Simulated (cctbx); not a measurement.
**What is wrong with this refinement?**

Cell a = 7.9620 Å, b = 10.7590 Å, c = 11.3606 Å, α = 116.55°, β = 110.11°, γ = 91.52°; space group P-1 (no. 2).

Simulated single-crystal data (cctbx): Ag Kα, λ = 0.56087 Å, to d = 0.6 Å, 95 % of the full sphere, strongest reflection 70000 counts, noise from counting, a 4 % proportional error and a noise floor of 2 counts (s.d.); no absorption.

An anisotropic refinement with weights 1/σ² prints:

```text
Rint 0.024, 758 unique reflections to 1.30 A
cycle     R1     wR2    GooF  max shift (A)
   1  0.0167  0.0446   1.061   0.00277
   2  0.0153  0.0402   0.956   0.00002
final R1 0.0153 wR2 0.0402 GooF 0.956  parameters 132  data/parameter 5.7
atom        x        y        z      Ueq    occ   su(xyz)  su(Uiso or U11)
Ta1    0.94425  0.50558  0.63632   0.0040  1.000  0.00008  0.0006
Ta2    0.05004  0.36114  0.86662   0.0047  1.000  0.00008  0.0005
Ta3    0.87328  0.12479  0.49286   0.0052  1.000  0.00008  0.0006
Te1    0.71008  0.33128  0.67154   0.0055  1.000  0.00013  0.0008
Te2    0.20434  0.34355  0.67020   0.0059  1.000  0.00013  0.0008
Te3    0.79558  0.29033  0.34122   0.0049  1.000  0.00013  0.0008
Te4    0.30523  0.29735  0.34852   0.0056  1.000  0.00013  0.0008
Te5    0.10153  0.65342  0.94651   0.0063  1.000  0.00013  0.0008
Te6    0.59587  0.65823  0.94916   0.0055  1.000  0.00013  0.0007
Te7    0.97655  0.04928  0.70442   0.0059  1.000  0.00013  0.0008
Te8    0.47789  0.04946  0.71025   0.0062  1.000  0.00013  0.0007
Zr1    0.44746  0.50759  0.63828   0.0056  1.000  0.00016  0.0011
Zr2    0.56891  0.37004  0.87658   0.0068  1.000  0.00016  0.0010
Zr3    0.36814  0.11977  0.48792   0.0061  1.000  0.00016  0.0011
Na1    0.50000  0.00000  0.00000   0.0104  1.000  0.00000  0.0046
difference map: max 0.73 min -0.69 rms 0.17
Q1    0.3169  0.0074  0.9056    2    0.76  1.51 A from Na1
Q2    0.1939  0.4793  0.1762    2    0.60  1.89 A from Te1
Q3    0.2803  0.8402  0.7699    2    0.58  1.33 A from Te3
Q4    0.1889  0.1701  0.0317    2    0.55  2.37 A from Te6
Q5    0.1904  0.9903  0.1115    2    0.55  2.90 A from Te8
Q6    0.1227  0.7995  0.9183    2    0.55  1.75 A from Te5
```

**Question.** Can this result stand? If not, what is the likely fault?

Mend it. The fault: data cut at low resolution. Against the right model at the same level, R1 goes from 0.0191 to 0.0153 and GooF from 0.94 to 0.96. The atoms are right, but there are too few data for the parameters: R1 flatters and the s.u.s grow. Data per parameter fall from 58.4 to 5.7.

The compound is NaZr6Ta6Te16. The right model at the same level gives:

```text
Rint 0.027, 7708 unique reflections to 0.60 A
cycle     R1     wR2    GooF  max shift (A)
   1  0.0192  0.0508   0.941   0.00007
   2  0.0191  0.0505   0.936   0.00000
final R1 0.0191 wR2 0.0505 GooF 0.936  parameters 132  data/parameter 58.4
atom        x        y        z      Ueq    occ   su(xyz)  su(Uiso or U11)
Ta1    0.94440  0.50570  0.63641   0.0037  1.000  0.00002  0.0000
Ta2    0.05001  0.36110  0.86660   0.0041  1.000  0.00002  0.0000
Ta3    0.87310  0.12480  0.49280   0.0048  1.000  0.00002  0.0000
Te1    0.70980  0.33123  0.67151   0.0049  1.000  0.00003  0.0001
Te2    0.20421  0.34358  0.67028   0.0052  1.000  0.00003  0.0001
Te3    0.79550  0.29031  0.34121   0.0041  1.000  0.00003  0.0001
Te4    0.30523  0.29730  0.34840   0.0045  1.000  0.00003  0.0001
Te5    0.10162  0.65322  0.94647   0.0056  1.000  0.00003  0.0001
Te6    0.59597  0.65821  0.94920   0.0051  1.000  0.00003  0.0001
Te7    0.97649  0.04923  0.70443   0.0050  1.000  0.00003  0.0001
Te8    0.47779  0.04941  0.71009   0.0054  1.000  0.00003  0.0001
Zr1    0.44731  0.50762  0.63819   0.0052  1.000  0.00003  0.0001
Zr2    0.56889  0.37001  0.87671   0.0059  1.000  0.00004  0.0001
Zr3    0.36794  0.11998  0.48798   0.0052  1.000  0.00003  0.0001
Na1    0.50000  0.00000  0.00000   0.0087  1.000  0.00000  0.0008
difference map: max 1.74 min -1.65 rms 0.40
Q1    0.3186  0.8219  0.4404    2    1.77  1.51 A from Te1
Q2    0.2556  0.8537  0.7795    2    1.70  1.46 A from Te3
Q3    0.2167  0.4803  0.1771    2    1.66  1.88 A from Te1
Q4    0.1655  0.6721  0.0339    2    1.64  0.87 A from Te5
Q5    0.1903  0.1536  0.9852    2    1.58  2.27 A from Te6
Q6    0.4598  0.6583  0.1809    2    1.57  0.54 A from Zr2
```

The model was made for the exercise: a known structure type with other elements put in, its volume estimated, not relaxed; displacement parameters are assumed.

[Middle refinement cycles are left out of these outputs.]

[Logs are printed without paths, hosts, clocks, repeated set-up lines and the standing remarks that a program may print on its own settings, such as how far it seeks lower states.]
